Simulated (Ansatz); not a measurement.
# Lattice dynamics of BeNi (Pm-3m)

Aim: the phonons of BeNi (Pm-3m) at a cell relaxed beforehand at this level. After the zone centre comes a 4×4×4 q mesh on a 16×16×16 k mesh.

Main program and level: Ansatz 0.2.0; DFT PBEsol, scalar-relativistic, plane waves, PAW.

## (1) Set-up

Symmetry: Pm-3m, No. 221, cubic system. The conventional cell has a = 2.583 Å, b = 2.583 Å, c = 2.583 Å, α = 90.00°, β = 90.00°, γ = 90.00°. Be has 8 Ni at 2.24 Å nearest. Nearest to Ni lie 8 Be at 2.24 Å. Farther neighbours are not listed.

Coordinates:

```cif
data_structure
_symmetry_space_group_name_H-M 'P 1'
_symmetry_Int_Tables_number 1
_cell_length_a 2.5831
_cell_length_b 2.5831
_cell_length_c 2.5831
_cell_angle_alpha 90.000
_cell_angle_beta 90.000
_cell_angle_gamma 90.000
_cell_volume 17.24
loop_
_atom_site_label
_atom_site_type_symbol
_atom_site_fract_x
_atom_site_fract_y
_atom_site_fract_z
_atom_site_occupancy
Be1 Be 0.00000 0.00000 0.00000 1
Ni2 Ni 0.50000 0.50000 0.50000 1
```

## (2) Linear response at the zone centre

The cell comes from relaxations at this level that are not shown. The zone centre comes first: it holds the modes that light can see, as far as symmetry allows. No field response is asked, since the mesh shows no gap.

Contents of input.yaml:

```yaml
crystal:
  lattice:
    - [2.5830970184, 0.0, 0.0]
    - [0.0, 2.5830970184, 0.0]
    - [0.0, 0.0, 2.5830970184]
  atoms:
    - { symbol: Be, position: [0.0, 0.0, 0.0] }
    - { symbol: Ni, position: [0.5, 0.5, 0.5] }
kpoints:
  mp_grid: { grid: [16, 16, 16] }
hamiltonian:
  xc: pbesol
scf:
  occupations: { method: methfessel_paxton, width: 0.15 }
output:
  eigenvalues: true
phonons:
  method: dfpt
```

Started as:

```bash
> ansatz run input.yaml --threads 4 --pin off --max-ram 7168MiB --backend cpu --events-out ev --progress --plain --runs-dir out
```

Numbers of over 12 decimals in the logs are rounded to 6 here.

The log of the run:

```text
Engine: ansatz 0.2.0, aarch64-unknown-linux-gnu
Pseudopotentials: kind: paw
Pseudopotential: Be, paw, valence charge 2, recommended cutoff 420 eV (normal), Be.paw.azcp
Pseudopotential: Ni, paw, valence charge 18, recommended cutoff 420 eV (normal), Ni.paw.azcp
Functional definition: PBEsol
  exchange = pbesol_x
  correlation = pbesol_c
Crystal: 2 atoms, lattice volume = 17.235 Å³
Basis set: ecut = 420 eV, 341 PW (Γ), exchange–correlation on 36×36×36 points (8 copies of the dense FFT grid, shifted against one another)
Bands: 14, of which v1, the nominal top of the filled ones, is band 10 counted from 1 (9 counted from 0)
Symmetry: 48 space group operations
k-points: 405 of 4096 (irreducible under 8 space group operations, time reversal used)
Non-local potential: Be, projectors of the file, l = 0: 2, l = 1: 2, l = 2: 1
Non-local potential: Ni, projectors of the file, l = 0: 3, l = 1: 2, l = 2: 3, l = 3: 1
PAW form: soft (Blöchl's): semilocal exchange-correlation on the pseudo side does not see the compensation charge
PAW frozen core: Be, regenerated for the run's functional, and the local potential with it (the file was generated under x = pbe(κ = 0.804, μ = 0.219515), c = pbe(β = 0.066725))
PAW frozen core: Ni, regenerated for the run's functional, and the local potential with it (the file was generated under x = pbe(κ = 0.804, μ = 0.219515), c = pbe(β = 0.066725))
PAW one-centre angular grid: Be, 110 points (default); XC on 64 Gauss nodes
PAW one-centre angular grid: Ni, 590 points (default); XC on 64 Gauss nodes
Initial density: superposition of atomic densities (neutral atoms: chi_scale 0, normalization atom), corrected by the library's trained network
Initial wavefunctions: pseudopotential atomic-orbital guess
Functional: x = pbesol(κ = 0.804, μ = 0.123457), c = pbesol(β = 0.046)
SCF iter   1: F=—  HF=-5896.307648 eV  |F-HF|=—  |Δ(HF+E_count)|=         —  Δρ=1.81e-2  dr2=2.97e-2  ethr=1.77e-3  ⟨swp⟩=5.0  Hψ=28722  notcnv=0
preconditioner: auto → none  [metal: Δε(μ)=0.005 eV  Ē_g=10.693 eV  σ=0.150 eV  W_gap=0.03  n_scr=6 (ndim 8)  ℏωp=31.0 eV  f_vac=0.000  D(μ)=0.95/eV (n_scr^D=6)  sad-step TF]
SCF iter   2: F=—  HF=-5896.303352 eV  |F-HF|=—  |Δ(HF+E_count)|=   4.30e-3  S|Δr|=    0.00e0  Δρ=6.56e-3  dr2=3.95e-3  ethr=1.48e-4  ⟨swp⟩=1.4  Hψ=9088  notcnv=0  defer=1
SCF iter   3: F=—  HF=-5896.302814 eV  |F-HF|=—  |Δ(HF+E_count)|=   5.38e-4  S|Δr|=    0.00e0  Δρ=6.42e-4  dr2=2.91e-5  ethr=1.97e-5  ⟨swp⟩=2.0  Hψ=7371  notcnv=0  defer=2
SCF iter   4: F=—  HF=-5896.302798 eV  |F-HF|=—  |Δ(HF+E_count)|=   1.56e-5  S|Δr|=    0.00e0  Δρ=5.60e-5  dr2=1.93e-7  ethr=1.46e-7  ⟨swp⟩=2.4  Hψ=9370  notcnv=0  defer=2
SCF iter   5: F=—  HF=-5896.302796 eV  |F-HF|=—  |Δ(HF+E_count)|=   1.97e-6  S|Δr|=    0.00e0  Δρ=1.15e-5  dr2=1.18e-8  ethr=9.64e-10  ⟨swp⟩=2.3  Hψ=8583  notcnv=0  defer=2
SCF iter   6: F=—  HF=-5896.302796 eV  |F-HF|=—  |Δ(HF+E_count)|=  5.82e-11  S|Δr|=    0.00e0  Δρ=1.02e-6  dr2=8.64e-11  ethr=5.89e-11  ⟨swp⟩=1.3  Hψ=6358  notcnv=0  defer=2
SCF iter   7: F=-5896.302796 eV  HF=-5896.302796 eV  |F-HF|=9.09e-13  |Δ(HF+E_count)|=  5.46e-12  S|Δr|=    0.00e0  Δρ=3.72e-8  dr2=1.49e-13  ethr=1.00e-12  ⟨swp⟩=5.7  Hψ=24336  notcnv=0
SCF 1 converged in 7 iterations: F = -5896.302796 eV  dr2 = 1.49e-13
  greatest PAW one-centre occupation: 1.001 electrons in one spin orbital (limit 2), on the Ni atom at site 1 (counted from 0), in its partial waves of l = 1
DFPT response loops at Γ: preconditioner auto → Kerker (q_TF=auto, 2.797 Å⁻¹) (partly filled bands, converged f_vac=0.000); β = 1.00, the filter's whole step (`scf.mixing.beta` (0.50) is not read by the response loops under this deck's `scf.mixing.preconditioner`; to damp them name `kerker` or `kerker_dos`, under which they read `scf.mixing.beta`, and type it under 1.00, their step now; both keys bind the ground state too); Broyden in place of MSR1
SCF converged after 7 iterations
Stability not checked: this state was not tested for a lower state beside it, because cold or Methfessel-Paxton smearing, or corrected tetrahedra, fill the levels in a way that the test cannot read (fill_not_monotonic; see scf.lower_state_search)
Free energy (F): -5896.302796 eV
Harris-Foulkes:  -5896.302796 eV  (|F-HF|=9.09e-13)
Internal energy: -5896.302547 eV  (E = F + TS)
E sigma→0 (E₀):  -5896.302734 eV
Entropy (-TS):   -0.000249 eV (-0.125 meV/atom)
Fermi energy:    15.281887 eV
Step filling:    the computed levels leave a gap of 0.0000 eV = 0.0 smearing widths at the electron count; against every level under it full and every level over it empty, smearing changes F+E_penalty+E_count by -0.729 meV and its σ→0 estimate by -0.666 meV
--- Per-component energies (eV) ---
  E_band       = -323.126143
  E_kinetic    = 306.765578
  E_local      = -4048.055722  (includes V_loc(G=0)·N_el)
  E_nonlocal   = 639.595589
  E_hartree    = 1717.555406
  E_xc         = -105.694323
  E_vxc        = -132.241445  (∫ρ·V_xc dr)
  E_paw        = -1651.801151  (= ΣΔE_a)
  E_vpaw       = -524.301468  (= ΣTr[D̂ρ^β])
  E_aug_tail   = 0.000541  (compensation charges beyond the density's cutoff)
  E_ewald      = -2754.875285
  E_core_change = 0.206820  (= ΣΔE_core)
  E_smearing   = -0.000249  (= −TS)
  E_closure    = 0.000000  (closes the sum)
  Σ components = -5896.302796   (vs F -5896.302796, Δ=0.00e0)
--- Band table (eV; the first three rows and the last of 405) ---
  k-point 0: bands = [... 6 lower, 11.5693, 13.9405, 13.9405, 13.9405, 22.2453, 22.2453, 22.2453, 29.5879]
  k-point 1: bands = [... 6 lower, 11.5853, 13.8915, 13.8915, 13.9438, 21.7410, 22.3732, 22.3732, 29.6054]
  k-point 2: bands = [... 6 lower, 11.6312, 13.7570, 13.7570, 13.9532, 20.5695, 22.7449, 22.7449, 29.6579]
  k-point 404: bands = [... 6 lower, 10.5211, 14.5714, 14.5714, 20.9470, 20.9470, 20.9470, 21.4459, 21.4459]
--- Phonons (Γ-DFPT): 2 representative perturbations + reference, on 405 of 4096 k-points (Σ response iterations 7) ---
  k mesh reduced under 8 symmetry operations, with k and −k counted as one. Each operation leaves every solved perturbation unchanged. A smaller set is not used because it would not reduce the number of displacements times k-points to solve
  ASR residual: 2.358e-5 → 0.000e0 eV/Å²; symmetrization residual: 7.982e-7 eV/Å²
  ASR residual per site (eV/Å²): 2.09e-5 2.36e-5
  Γ frequencies (cm⁻¹): 0.00 0.00 0.00 499.06 499.06 499.06
  non-analytic LO–TO correction: not included (Born effective charges unavailable; polar crystals: no LO–TO splitting at Γ)
```

Elapsed: 8 s, on 4 threads of Arm Neoverse V1, shared host; peak memory 0.59 GiB.

Reading the cycles: dr2 is the Hartree energy of the density residual (eV), the measure of convergence; HF is the Harris–Foulkes estimate of the energy, which meets the free energy F at convergence.

This run has no spin polarisation, although Ni can carry a moment.

Numbers from this step:

```
volume per atom                                         : 8.618 Å³
gap on the k-mesh                                       : 0 eV
sum-rule residual before enforcement                    : 2.36e-5 eV/Å²
point group                                             : m-3m
highest optical mode at the zone centre (no LO-TO term) : 499.1 cm⁻¹
lowest optical zone-centre mode                         : 499.1 cm⁻¹
```

Patterns of degenerate modes are one choice out of their space. The modes at Γ (shares of kinetic energy by element, %):

```tsv
mode	frequency (cm⁻¹)	symmetry	Be %	Ni %
1	0.0	acoustic	13	87
2	0.0	acoustic	13	87
3	0.0	acoustic	13	87
4	499.1	T1u	87	13
5	499.1	T1u	87	13
6	499.1	T1u	87	13
```

Displacements in mode 5 (499.1 cm⁻¹), the largest set to 1:
```
Be1  0.00  1.00  0.00
Ni2  0.00 -0.15  0.00
```

Before it was imposed, the acoustic sum rule was missed by 2.4e-5 eV/Å². Small misses are needed for a sound result but don't prove that mesh and cutoff are converged. The lowest optical mode is real, 499 cm⁻¹.

## (3) Phonons on a q mesh

Stability and thermal properties need the whole zone. Linear response on a 4×4×4 q mesh gives force constants as far as a supercell of that size would.

input.yaml: that of step 2 with these lines changed.

```diff
@@ -18 +18,8 @@
   method: dfpt
+  qmesh: [4, 4, 4]
+  temperatures: { t_max: 1000, t_step: 50 }
+  qpath:
+    path:
+      - [[0.0, 0.0, 0.0], [0.0, 0.5, 0.0], [0.5, 0.5, 0.0], [0.0, 0.0, 0.0], [0.5, 0.5, 0.5], [0.0, 0.5, 0.0]]
+      - [[0.5, 0.5, 0.5], [0.5, 0.5, 0.0]]
+    npoints: 10
```

The log of the run:

```text
[...]
Crystal: 2 atoms, lattice volume = 17.235 Å³
Basis set: ecut = 420 eV, 341 PW (Γ), exchange–correlation on 36×36×36 points (8 copies of the dense FFT grid, shifted against one another)
Bands: 14, of which v1, the nominal top of the filled ones, is band 10 counted from 1 (9 counted from 0)
Symmetry: 48 space group operations
k-points: 165 of 4096
[...]
SCF iter   1: F=—  HF=-5896.307659 eV  |F-HF|=—  |Δ(HF+E_count)|=         —  Δρ=1.81e-2  dr2=2.96e-2  ethr=1.77e-3  ⟨swp⟩=5.0  Hψ=11716  notcnv=0
[...]
SCF iter   7: F=-5896.302796 eV  HF=-5896.302796 eV  |F-HF|=1.82e-12  |Δ(HF+E_count)|=  5.46e-12  S|Δr|=    0.00e0  Δρ=3.79e-8  dr2=1.63e-13  ethr=1.00e-12  ⟨swp⟩=5.8  Hψ=9948  notcnv=0
SCF 1 converged in 7 iterations: F = -5896.302796 eV  dr2 = 1.63e-13
[...]
iter 1 solved again at ethr=4.51e-8 eV; its pass at ethr=3.10e-3 eV (dr2=9.03e-6 eV) is discarded
SCF iter   1: F=—  HF=-5896.302793 eV  |F-HF|=—  |Δ(HF+E_count)|=         —  Δρ=4.74e-7  dr2=1.95e-11  ethr=4.51e-8  ⟨swp⟩=3.0  Hψ=18411  notcnv=0
eigensolver tolerance schedule: the retry pair's looser diagonalisation over-reported the residual by 464019.63 of it (diagonalisation noise at an unbounded share of the residual, at the tolerance the schedule requests for it); recorded, not acted on — ethr = c·dr2/N_el stays at c = 1.0e-1
[...]
SCF iter   2: F=—  HF=-5896.302796 eV  |F-HF|=—  |Δ(HF+E_count)|=   3.41e-6  S|Δr|=    0.00e0  Δρ=4.15e-7  dr2=1.43e-11  ethr=1.00e-12  ⟨swp⟩=2.8  Hψ=4662  notcnv=0
SCF iter   3: F=-5896.302796 eV  HF=-5896.302796 eV  |F-HF|=8.19e-12  |Δ(HF+E_count)|=    0.00e0  S|Δr|=    0.00e0  Δρ=2.07e-7  dr2=3.41e-12  ethr=1.00e-12  ⟨swp⟩=2.3  Hψ=6438  notcnv=0
SCF 2 converged in 3 iterations: F = -5896.302796 eV  dr2 = 3.41e-12
phonons: the bands overlap, so this run is a metal and interpolates without the dipole-dipole term. If the crystal is really an insulator or semiconductor, its LO-TO splitting is missing
NSCF: frozen V_eff on 165 k-points
[...]
DFPT response loops at q = (0, 0, 0) (fractional): preconditioner auto → Kerker (q_TF=auto, 2.797 Å⁻¹) (partly filled bands, converged f_vac=0.000); β = 1.00, the filter's whole step (`scf.mixing.beta` (0.50) is not read by the response loops under this deck's `scf.mixing.preconditioner`; to damp them name `kerker` or `kerker_dos`, under which they read `scf.mixing.beta`, and type it under 1.00, their step now; both keys bind the ground state too); Broyden in place of MSR1
[...]
SCF converged after 7 iterations
[...]
Free energy (F): -5896.302796 eV
[...]
Internal energy: -5896.302547 eV  (E = F + TS)
E sigma→0 (E₀):  -5896.302734 eV
Entropy (-TS):   -0.000249 eV (-0.125 meV/atom)
Fermi energy:    15.281887 eV
[...]
--- Band table (eV; the first three rows and the last of 165) ---
  k-point 0: bands = [... 6 lower, 11.5693, 13.9405, 13.9405, 13.9405, 22.2453, 22.2453, 22.2453, 29.5879]
  k-point 1: bands = [... 6 lower, 11.5853, 13.8915, 13.8915, 13.9438, 21.7410, 22.3732, 22.3732, 29.6054]
  k-point 2: bands = [... 6 lower, 11.6312, 13.7570, 13.7570, 13.9532, 20.5695, 22.7449, 22.7449, 29.6579]
  k-point 164: bands = [... 6 lower, 10.5211, 14.5714, 14.5714, 20.9470, 20.9470, 20.9470, 21.4459, 21.4459]
--- Phonons (Γ-DFPT): 2 representative perturbations + reference (Σ response iterations 7) ---
  ASR residual: 2.716e-5 → 0.000e0 eV/Å²; symmetrization residual: 9.073e-7 eV/Å²
  ASR residual per site (eV/Å²): 2.04e-5 2.72e-5
  Γ frequencies (cm⁻¹): 0.00 0.00 0.00 499.06 499.06 499.06
--- Phonons (arbitrary-q DFPT): 10 irreducible q on the 4×4×4 mesh ---
  q = [0.0000, 0.0000, 0.0000] (star 1, of the zone-centre solve; hermiticity 2.54e-7, symmetrization 2.92e-12): -0.00 -0.00 0.00 499.06 499.06 499.06
  q = [0.0000, 0.0000, 0.2500] (star 6, 4 solved perturbations in 4032 linear systems a pass and spin channel, the states on 1296 of 4096 k-point pairs; hermiticity 3.82e-8, symmetrization 6.01e-13): 139.08 139.08 196.17 502.04 502.04 502.28
[...]
q = [0.0000, 0.2500, -0.5000] (star 12, 6 solved perturbations on 1296 of 4096 k-point pairs; hermiticity 8.44e-8, symmetrization 8.21e-15): 188.30 203.16 229.68 495.12 503.06 503.31
[...]
sum rule: each row above includes the acoustic sum rule's correction from the zone centre's row sums; it moved no ω² by more than (0.78 cm⁻¹)²
  mesh force constants: q→R imaginary residual 2.35e-18; ASR residual 2.716e-5 → 0.000e0 eV/Å²; symmetrization residual 1.243e-14 eV/Å²
  interpolated dispersion: 62 rows × 6 modes
  density of states and harmonic sums: on the 24×24×24 q-mesh, interpolated from the force constants of a 4×4×4 supercell (no non-analytic term)
  largest difference from the sums on the solved wave vectors: F 1.04e-2 eV, S 1.44e-5 and C_V 4.02e-6 eV/K
  zero-point energy: 0.130544 eV/cell   skipped modes (ω ≤ 0): 3   left out of the sums: 3.62e-5 of the cell's modes: C_V's classical limit lies that fraction below 3 k_B per atom; for a crystal, a wire or a layer, F and S can be off by more, and a phonons.interpolated_qmesh denser along its periods is the remedy for the sampling
```

The job ended after 4 min (4 threads; peak memory 1.7 GiB).

This step gave:

```
sum-rule residual before enforcement                       : 2.72e-5 eV/Å²
lowest frequency on the path                               : 0 cm⁻¹
highest frequency on the path or at a solved wavevector    : 526.6 cm⁻¹
mean frequency                                             : 351 cm⁻¹
Debye temperature (second moment)                          : 711 K
logarithmic mean frequency                                 : 313.5 cm⁻¹
lowest mode on the q mesh (acoustic modes at Γ apart)      : 139.1 cm⁻¹
zero-point energy per atom                                 : 65.27 meV
heat capacity at 300 K                                     : 19.39 J/(mol atoms K)
vibrational entropy at 300 K                               : 17.89 J/(mol atoms K)
edges of the widest gap between branches, on path and mesh : 273.8, 480.8 cm⁻¹
```

Frequencies (cm⁻¹) solved at each irreducible wavevector; negative means imaginary. Frequencies by wavevector, by row:

```tsv
q in reciprocal lattice units	star	mode 1	mode 2	mode 3	mode 4	mode 5	mode 6
0 0 0	1	0	0	0	499.1	499.1	499.1
0 0 0.25	6	139.1	139.1	196.2	502	502	502.3
0 0 -0.5	3	197	197	273.8	506.4	506.4	526.6
0 0.25 0.25	12	139.8	172.7	233.9	494.9	499.7	513.3
0 0.25 -0.5	12	188.3	203.2	229.7	495.1	503.1	503.3
0 -0.5 -0.5	3	179.3	179.3	211	480.8	499.6	499.6
0.25 0.25 0.25	8	192.8	192.8	233.2	499.2	499.2	504
0.25 0.25 -0.5	12	203.2	224.9	230.4	494.8	503.8	504.5
0.25 -0.5 -0.5	6	229.2	231.3	231.3	498.4	503.4	503.4
-0.5 -0.5 -0.5	1	251.6	251.6	251.6	507.1	507.1	507.1
```

Interpolated from a 4×4×4 q mesh. The phonon branches at the labelled points (cm⁻¹):

```tsv
point	branch 1	branch 2	branch 3	branch 4	branch 5	branch 6
Γ	0	0	0	499	499	499
halfway	139	139	196	502	502	502
X	197	197	274	506	506	527
halfway	188	203	230	495	503	503
M	179	179	211	481	500	500
halfway	140	173	234	495	500	513
Γ	0	0	0	499	499	499
halfway	193	193	233	499	499	504
R	252	252	252	507	507	507
halfway	203	225	230	495	504	504
X	197	197	274	506	506	527
jump to R	252	252	252	507	507	507
halfway	229	231	231	498	503	503
M	179	179	211	481	500	500
```

The phonon branches as a text plot (rows in cm⁻¹):

```
    516 |    *******      ******    ****    ******** *******
    494 |******   ***************************    *******   ******
    472 |              **                                       *
    450 |
    428 |
    406 |
    384 |
    362 |
    340 |
    318 |
    296 |
    274 |      ***                                      **
    252 |     *   **                        *******   **  **
    230 |    *            ****         ******     ****      **
    208 |         *********   *      **  **        ******     ***
    187 |   *  **********  **  *        *            *****     **
    165 |    **          **  *         *
    143 |   *              ****     *
    121 |  *                  ***    **
     99 |  *                   *    *
     77 | *                     ** *
     55 | *                        *
     33 |*                       *
     11 |                         *
         Γ      X      M          Γ            R        X|R     M
```

Tetrahedra on a 24×24×24 mesh, mean over bins of 5 cm-1. Interpolated from a 4×4×4 q mesh. Phonon density of states against wavenumber; read off at these points:

```tsv
wavenumber (cm⁻¹)	phonon density of states (1/cm⁻¹/cell)
2	0
18	2.0e-5
32	1.6e-4
48	3.7e-4
58	5.6e-4
72	9.6e-4
88	0.00147
102	0.00223
118	0.00329
132	0.00483
142	0.00636
158	0.00999
172	0.0168
188	0.0327
202	0.0335
218	0.0268
228	0.0354
232	0.0527
242	0.0233
258	0.00374
272	4.7e-4
288	0
302	0
312	0
328	0
342	0
358	0
372	0
388	0
398	0
412	0
428	0
442	0
458	0
472	0
482	0.00348
498	0.179
502	0.212
512	0.0427
528	1.8e-4
```

The partial phonon density of states has structure finer than the step of the table below, so its rows give means over 25 cm⁻¹, whole bins alone (the curve runs from -10 to 552 cm⁻¹). Peaks (cm⁻¹: height): Be 502.5: 0.160; Ni 195.0: 0.0323, 233.9: 0.0422, 499.0: 0.0133.

Phonopy on the run's constants, 21x21x21 mesh, Gaussian sigma 4.0 cm-1. Interpolated from a 4×4×4 q mesh. The partial phonon density of states by wavenumber; means over each step; values in 1/cm⁻¹/cell:

```tsv
wavenumber (cm⁻¹)	Be	Ni
25	1.4e-5	1.0e-4
50	6.0e-5	4.0e-4
75	1.3e-4	9.7e-4
100	2.5e-4	0.00192
125	4.4e-4	0.00370
150	7.9e-4	0.00735
175	0.00177	0.0185
200	0.00166	0.0314
225	0.00175	0.0331
250	5.0e-4	0.0144
275	1.4e-5	8.0e-4
300	0	0
325	0	0
350	0	0
375	0	0
400	0	0
425	0	0
450	0	0
475	0.00317	1.0e-4
500	0.101	0.00711
525	0.00850	1.7e-4
```

Second derivatives of the energy by pair, one row for each kind of neighbour of each atom listed. Each entry sums the pair over the periodic images of the supercell that the q mesh stands for, and in a polar crystal it holds the long-range dipole part too. Force constants by pair, by row:

```tsv
atom	neighbour	distance (Å)	third of the trace (eV/Å²)	along the pair's line (eV/Å²)
Be1	itself	0	7.906	–
Be1	Ni	2.237	-0.8433	-2.596
Be1	Be	2.583	-0.0049	0.0312
Be1	Be	3.653	-0.0013	-0.0711
Be1	Ni	4.284	-0.0183	-0.0377
Be1	Be	4.474	-0.0957	-0.2645
Be1	Be	5.166	-0.0049	0.0081
Be1	Ni	5.63	0.0029	0.0109
Be1	Be	5.776	0.0038	0.0065
Ni2	itself	0	11.79	–
Ni2	Be	2.237	-0.8433	-2.596
Ni2	Ni	2.583	-0.619	-1.84
Ni2	Ni	3.653	-0.1048	-0.2642
Ni2	Be	4.284	-0.0183	-0.0377
Ni2	Ni	4.474	0.0334	0.0965
Ni2	Ni	5.166	0.0163	0.1692
Ni2	Be	5.63	0.0029	0.0109
Ni2	Ni	5.776	0.0121	-0.0086
```

Harmonic thermodynamic functions per atom, from the density of states. Interpolated from a 4×4×4 q mesh. Thermodynamic functions, by row:

```tsv
T (K)	F_vib (meV/atom)	S (J/mol-atom/K)	C_V (J/mol-atom/K)
0	65.27	0	0
50	65.22	0.461	1.618
100	64.34	3.249	7.023
200	57.08	10.84	15.13
300	42.09	17.89	19.39
400	20.4	23.79	21.5
500	-6.88	28.72	22.64
600	-38.87	32.91	23.3
700	-74.9	36.53	23.71
800	-114.5	39.72	23.99
900	-157.1	42.56	24.18
1000	-202.6	45.11	24.33
```

Harmonic mean-square displacement, third of the trace. Interpolated from a 4×4×4 q mesh. Mean square displacements, by row:

```tsv
T (K)	Be1 U_eq (Å²)	Ni2 U_eq (Å²)
0	0.00417	0.00145
100	0.00438	0.00175
300	0.00617	0.00368
600	0.01031	0.00703
```

Symmetry leaves 10 wavevectors to solve. The lowest mode among them, the acoustic zeros apart, lies at q = (0, 0, 0.25) and is real, 139 cm⁻¹.

[end of part 1 of 2]

[Logs are printed without paths, hosts, clocks, repeated set-up lines and the standing remarks that a program may print on its own settings, such as how far it seeks lower states.]

[Hosts, paths, dates, database ids (printed as entryN), source tags and the programs' standing remarks are cut or masked in the printed files.]
